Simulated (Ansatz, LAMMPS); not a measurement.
# Structural relaxation of Mg2+ triflate in trimethyl phosphate and diglyme, from a frame at 380 K (131 atoms), part 3 of 3

Aim: bring Mg2+ triflate in trimethyl phosphate and diglyme, from a frame at 380 K (131 atoms) to a nearby minimum of the energy and see what moves.

Ansatz 0.2.0; Kohn-Sham DFT, PBEsol, PAW (set soft_2), plane waves.

The cell: 26 C, 28 O, 64 H, 4 P, 2 S, 6 F and 1 Mg. The network of contacts between molecules at the start is that of the classical potential that made the cell. The functional has no dispersion term. The density was typed from a rule of thumb and may lie off the real one at this temperature. Only the Γ point is sampled, in a cell whose shortest periodic width is 12 Å.

So far. Step 4 (Relaxation): The relaxation changed the energy by -58.5 meV/atom, and atoms moved by 0.99 Å r.m.s., 2.2 Å at most.

## 6. Single point at the relaxed geometry

One more single point at the end of the walk gives the fuller output and checks the residual forces.

File input.yaml:

```yaml
crystal:
  lattice:
    - [11.73759, 0.0, 0.0]
    - [0.0, 11.73759, 0.0]
    - [0.0, 0.0, 11.73759]
  atoms:
    - { symbol: C, position: [0.29693, 0.99162, 0.25842] }
    - { symbol: O, position: [0.24552, 0.98539, 0.36746] }
    - { symbol: C, position: [0.1431, 0.9219, 0.36957] }
    - { symbol: C, position: [0.15955, 0.79409, 0.36731] }
    - { symbol: O, position: [0.17444, 0.75528, 0.25389] }
    - { symbol: C, position: [0.20518, 0.63866, 0.24773] }
    - { symbol: C, position: [0.33391, 0.62473, 0.25938] }
    - { symbol: O, position: [0.3681, 0.50964, 0.26895] }
    - { symbol: C, position: [0.36937, 0.45235, 0.16265] }
    - { symbol: H, position: [0.23937, 0.03341, 0.19628] }
    - { symbol: H, position: [0.31955, 0.90655, 0.2253] }
    - { symbol: H, position: [0.37502, 0.04254, 0.26803] }
    - { symbol: H, position: [0.09995, 0.94496, 0.44993] }
    - { symbol: H, position: [0.08681, 0.9473, 0.29775] }
    - { symbol: H, position: [0.23388, 0.77211, 0.42143] }
    - { symbol: H, position: [0.08348, 0.75208, 0.40532] }
    - { symbol: H, position: [0.17461, 0.60612, 0.16502] }
    - { symbol: H, position: [0.16238, 0.58897, 0.31589] }
    - { symbol: H, position: [0.37698, 0.66621, 0.18618] }
    - { symbol: H, position: [0.36345, 0.66802, 0.33747] }
    - { symbol: H, position: [0.39958, 0.36513, 0.17867] }
    - { symbol: H, position: [0.42932, 0.49456, 0.10299] }
    - { symbol: H, position: [0.2845, 0.4486, 0.12214] }
    - { symbol: C, position: [0.49702, 0.12771, 0.05959] }
    - { symbol: O, position: [0.53785, 0.201, 0.9731] }
    - { symbol: C, position: [0.6098, 0.14103, 0.89712] }
    - { symbol: C, position: [0.65514, 0.21943, 0.80652] }
    - { symbol: O, position: [0.74388, 0.29299, 0.84703] }
    - { symbol: C, position: [0.70607, 0.39377, 0.90501] }
    - { symbol: C, position: [0.71723, 0.49372, 0.82532] }
    - { symbol: O, position: [0.83255, 0.49557, 0.78742] }
    - { symbol: C, position: [0.85557, 0.58878, 0.71419] }
    [... 93 atom lines left out ...]
    - { symbol: O, position: [0.97874, 0.33585, 0.91078] }
    - { symbol: C, position: [0.04047, 0.29547, 0.11825] }
    - { symbol: F, position: [0.94512, 0.23928, 0.1435] }
    - { symbol: F, position: [0.08013, 0.34478, 0.21407] }
    - { symbol: F, position: [0.11889, 0.21994, 0.08298] }
    - { symbol: Mg, position: [0.89752, 0.32537, 0.75553] }
kpoints:
  mp_grid: { grid: [1, 1, 1] }
hamiltonian:
  xc: pbesol
scf:
  occupations: { method: fermi_dirac, width: 0.025 }
output:
  forces: true
  stress: true
  populations: true
  dos:
    method: { smearing: { sigma: 0.15 } }
    de: 0.1
    projected: { site_lists: { C: [C], F: [F], H: [H], Mg: [Mg], O: [O] } }
  eigenvalues: true
  write_density: true
  write_potential: true
  volumetric_format: npy
```

Started as:

```sh
$ ansatz run input.yaml --threads 4 --pin off --max-ram 8192MiB --backend cpu --events-out ev --progress --plain --runs-dir out
```

Numbers of over 12 decimals in the logs are rounded to 6 here.

What it wrote:

```text
[...]
Crystal: 131 atoms, lattice volume = 1617.100 Å³
Basis set: ecut = 420 eV, 31463 PW (Γ), exchange–correlation on 160×160×160 points (8 copies of the dense FFT grid, shifted against one another)
Bands: 341, of which v1, the nominal top of the filled ones, is band 210 counted from 1 (209 counted from 0)
Symmetry: 1 space group operations
[...]
k-points: 1
[...]
SCF iter   1: F=—  HF=-34565.804946 eV  |F-HF|=—  |Δ(HF+E_count)|=         —  Δρ=7.10e-3  dr2=6.98e-1  ethr=1.77e-3  ⟨swp⟩=6.0  Hψ=1643  notcnv=0  defer=109
[...]
SCF iter  11: F=-34565.669994 eV  HF=-34565.669994 eV  |F-HF|=8.73e-11  |Δ(HF+E_count)|=   7.12e-9  Δρ=9.19e-7  dr2=1.31e-8  ethr=2.38e-11  ⟨swp⟩=12.0  Hψ=2085  notcnv=0
SCF 1 converged in 11 iterations: F = -34565.669994 eV  dr2 = 1.31e-8
[...]
WARN: The input density's exchange-correlation potential varies sharply where the density is thin. Do not read a vacuum level from v_tot or v_xc, or from such a field of the output density. On a cell that repeats whose density bears no net charge and no dipole along the vacuum's axis use v_es (v_loc + v_h of the components); [...]
SCF converged after 11 iterations
Free energy (F): -34565.669994 eV
[...]
Internal energy: -34565.669994 eV  (E = F + TS)
E sigma→0 (E₀):  -34565.669994 eV
Fermi energy:    1.599234 eV
[...]
--- Forces (eV/Å), atoms counted from 1 ---
  atom   1  C      0.00047119     0.00874544     0.00216613
  atom   2  O     -0.01578099    -0.01005986    -0.01072220
  atom   3  C      0.01870529     0.00660393    -0.00536878
  atom   4  C     -0.00305360     0.00248057     0.00162443
  atom   5  O      0.00018169    -0.00221429     0.00740204
  atom   6  C      0.00575076    -0.00357334     0.00131549
  atom   7  C     -0.00561526     0.00183318    -0.00584611
  atom   8  O     -0.00115024     0.00198567    -0.00299683
  atom   9  C     -0.00177946     0.00256059    -0.00233694
  atom  10  H      0.01111809    -0.01000458     0.01275632
  atom  11  H     -0.00020585     0.00796762    -0.00041756
  atom  12  H     -0.01830529    -0.01162106    -0.00174324
  atom  13  H      0.00054591     0.00061471    -0.00101687
  atom  14  H      0.00461704    -0.00295646     0.00672916
[...]
atom 130  F     -0.00078059     0.00341986     0.00229556
  atom 131  Mg     0.00139466     0.00115527     0.00136068
  max |Σ_I F_I| component: 7.56e-5 eV/Å
--- Stress (GPa, compression-positive) ---
       -0.004237      -0.001974      -0.040545
       -0.001974      -0.104896      -0.024550
       -0.040544      -0.024550      -0.070062
  P = ⅓ Tr σ = -0.0597 GPa (-0.597 kbar)
--- Band table (eV) ---
[...]
--- Löwdin populations: 131 sites ---
  site symbol       q [e]
     0      C      4.2456
     1      O      6.3286
     2      C      4.0762
[...]
130     Mg      8.3924
  spilling = 0.015507 (of n_electrons = 420.000000)
```

Wall time 29 s (4 threads of Arm Neoverse V1, shared host); peak memory 1.9 GiB.

The program notes that the exchange-correlation potential is rough where the density is thin.

Read from the output:

```
free energy                                      : -34565.6700 eV
free energy per atom                             : -263.8601 eV/atom
SCF cycles                                       : 11
pressure                                         : -0.05973 GPa
r.m.s. force component                           : 0.00389 eV/Å
longest force                                    : 0.02175 eV/Å
Fermi energy                                     : 1.599 eV
gap (highest filled to lowest empty level) : 4.644 eV
spilling of the projection                       : 0.01551
```

Löwdin charges by element and coordination (they lack the spilled electrons, 0.050 e an atom on average):

```tsv
element	coordination	atoms	mean charge (e)	spread	least	most
C	all	26	-0.127	0.237	-0.256	0.652
F	all	6	-0.215	0.0101	-0.227	-0.203
H	all	64	0.201	0.0196	0.155	0.249
Mg	all	1	1.61	0	1.61	1.61
O	all	28	-0.590	0.181	-0.884	-0.329
O	1	6	-0.772	0.0222	-0.807	-0.754
O	2	20	-0.557	0.173	-0.884	-0.329
O	3	2	-0.377	0.013	-0.390	-0.364
P	all	4	2.14	0.0162	2.13	2.17
S	all	2	2.29	1.0e-4	2.29	2.29
```

States in the cell by windows of 1 eV, zero at the Fermi level; the larger projections on atomic orbitals stand beside the total:

```tsv
from (eV)	to (eV)	total	O p	C p	H s	F p	C s
-18	-17	0.0	0.0	0.0	0.0	0.0	0.0
-17	-16	2.4	0.5	0.2	0.4	0.0	1.3
-16	-15	8.5	2.2	0.5	1.5	0.0	3.5
-15	-14	15.2	3.1	0.4	2.5	1.3	5.0
-14	-13	16.3	3.2	0.8	4.3	0.0	6.4
-13	-12	7.3	0.7	1.4	0.9	1.5	1.1
-12	-11	17.9	1.7	3.7	2.4	5.6	2.0
-11	-10	10.2	3.4	1.8	1.2	0.6	0.6
-10	-9	27.3	10.5	9.2	3.6	0.1	0.7
-9	-8	39.5	14.8	12.9	5.0	3.0	0.3
-8	-7	54.4	16.0	17.0	7.5	10.4	0.3
-7	-6	23.4	4.3	6.4	3.3	8.2	0.1
-6	-5	40.0	17.1	11.6	8.1	0.2	0.1
-5	-4	47.4	31.8	6.5	6.1	0.5	0.2
-4	-3	26.3	20.1	2.2	2.3	0.5	0.3
-3	-2	7.8	5.8	0.8	1.1	0.0	0.0
-2	2	0.0	0.0	0.0	0.0	0.0	0.0
2	3	8.9	0.4	1.7	2.3	0.0	0.9
3	4	24.7	1.3	4.8	5.1	0.2	2.2
4	5	40.2	3.5	8.3	6.0	0.9	2.2
```

Between -26 and -18 eV lie 56 more states.

About 20 of the 420 electrons lie in deeper levels, below the stored range.

Not all projections were asked for or kept, so they needn't add up to the total.

The levels nearest the highest filled one (over half full), pooled over k-points and spins:

```tsv
level less the highest filled one (eV)	occupation
-0.921	2
-0.880	2
-0.608	2
-0.301	2
-0.117	2
0	2
4.64	0
5.07	0
5.13	0
5.19	0
5.28	0
5.42	0
```

Electrostatic potential energy in the bc plane at fractional x = 0.160, with atoms of C and O and H and P within 0.2 Å of it. With pseudopotentials it is smooth inside the atoms' cores, unlike the true potential.

Ten even steps from '0' (-37 eV) to '9' (6 eV), each cell a mean:
```
999999999999994259999999999999999
999999999999999899999999999999999
999999962799999999999999999999999
999999963799999999999999999999999
999999998899999999999999999999999
999999999988889999999999999999999
999999999875457899999999999999999
799999999730003799999999999999987
899999997620002679999999999999998
999999961142124226999999999999999
999999851267778558999999999999999
999998412689999999999999999999999
999974202789999999999999999999999
999952667889999999999999865687568
899998999999999999999998610052005
899999999999999999846898610152015
999999999999999999713787423687678
999999999999999999874253002899999
999999999999999999985466215999999
999999999999999999952689899999999
999999888999999999965899999999999
999999424899999999999999999999999
999999646999998899999999999999999
999999999999994149999999999999999
```
Columns run along b (11.7 Å; values clipped at the 3rd and 97th percentile), rows up along c (11.7 Å). Atoms in or near the plane, at fractional coordinates: C at (0.92, 0.37), C at (0.79, 0.37), O at (0.76, 0.25), H at (0.61, 0.17), H at (0.59, 0.32), P at (0.37, 0.65), H at (0.25, 0.87), H at (0.15, 0.44).

Valence density in the bc plane at fractional x = 0.160, with atoms of C and O and H and P within 0.2 Å of it. It is the smooth field of the valence electrons, not physical close to the nuclei.

Ten steps, logarithmic in the rise over the least value, from '0' (0.0 e/Å³) to '9' (5.6 e/Å³), each cell a mean:
```
000000011001257874200000000000000
100000122211134542100001100000001
210001246421011110000112210000012
210001356531100000000112210000012
100001234332221000000011100000011
000000112234432100000000000000001
210000011245543210000000000011122
420000112344444332100000000122234
320001245664346664210000001222234
100001468875556886310000000111111
000012478864345775310000000000000
000134667642112332100000000000111
101256776532100110000001222222332
311256655532000000000012455545554
421123333321000000111113577767776
421000000100000001355323577767765
210000000000000002476545787544554
110000000122210001356667998522222
111000000133320001356656897410011
110000111123210001356543444200000
000012455321110001245421111000000
000014787421111211111100000000000
000013677421135543100000000000000
000001343211257875200000000000000
```
Columns run along b (11.7 Å), rows up along c (11.7 Å). Atoms in or near the plane, at fractional coordinates: C at (0.92, 0.37), C at (0.79, 0.37), O at (0.76, 0.25), H at (0.61, 0.17), H at (0.59, 0.32), P at (0.37, 0.65), H at (0.25, 0.87), H at (0.15, 0.44).

Mean Löwdin charges: C -0.13, F -0.22, H +0.20, Mg +1.61, O -0.59, P +2.14 e (they miss 1.6 % of the electrons, so they add up to more than the cell's charge).

A closer look about Mg131, the only Mg atom: 10 atoms, nearest first, numbered in the order of the input, with positions taken from that point.

```tsv
atom	x	y	z	distance (Å)	bonds	Löwdin charge (e)
Mg131	0.00	0.00	0.00	0.00	6	1.61
O84	1.66	0.64	-0.96	2.02	2	-0.88
O117	0.42	-1.97	-0.23	2.02	2	-0.86
O126	0.95	0.12	1.82	2.06	2	-0.85
O67	-1.10	0.11	-1.74	2.06	2	-0.88
O28	-1.80	-0.38	1.07	2.13	3	-0.39
O31	-0.76	2.00	0.37	2.17	3	-0.36
C29	-2.25	0.80	1.75	2.96	4	-0.09
C30	-2.12	1.98	0.82	3.01	4	-0.08
H39	-2.39	-1.86	-0.19	3.03	1	0.21
```

The column of bonds counts only the pairs H-C within 1.34 Å, O-C within 1.73 Å, O-P within 2.02 Å, O-S within 1.88 Å, O-Mg within 2.58 Å, C-C within 1.85 Å, C-F within 1.62 Å, C-S within 2.21 Å; other neighbours, such as metal atoms beside each other in a compound, aren't counted, and periodic images can show an atom twice.

## 7. Outcome

```json
{
  "energy change in the relaxation": "-58.5 meV/atom",
  "r.m.s. displacement": "0.988 Å",
  "largest displacement": "2.2 Å",
  "free energy per atom": "-263.8601 eV/atom",
  "pressure": "-0.05973 GPa",
  "r.m.s. force component": "0.00389 eV/Å",
  "gap (highest filled to lowest empty level)": "4.644 eV",
  "wall time of the 3 DFT runs": "8.3 min"
}
```

In words: Relaxation lowers the energy by 58.5 meV/atom and moves atoms by 0.99 Å r.m.s.; the r.m.s. force component goes from 1.0 to 0.0039 eV/Å, the pressure goes from 0.50 to -0.060 GPa, and the gap from 4.39 to 4.64 eV. By the final cutoffs no bond was broken or made. First to last step the energy falls by 7.663 eV; the largest move, 2.20 Å, is that of H60, with 1 other atom within 2 % of it. The O-Mg bonds go from 2.041 Å (spread 0.171) to 2.079 Å (spread 0.055). Counting bonds as in the table, all C atoms have 4, all F atoms have 1, all H atoms have 1 and all Mg atoms have 6 bonded neighbours. The highest filled and lowest empty levels differ by 4.64 eV (at Γ alone); a semilocal functional tends to put such gaps too low. In a disordered cell it changes from sample to sample and from frame to frame.

Caveats: The network of contacts between molecules at the start is that of the classical potential that made the cell; in DFT atoms moved by 0.99 Å r.m.s.

[Logs are printed without paths, hosts, clocks, repeated set-up lines and the standing remarks that a program may print on its own settings, such as how far it seeks lower states.]

[Hosts, paths, dates, database ids (printed as entryN), source tags and the programs' standing remarks are cut or masked in the printed files.]
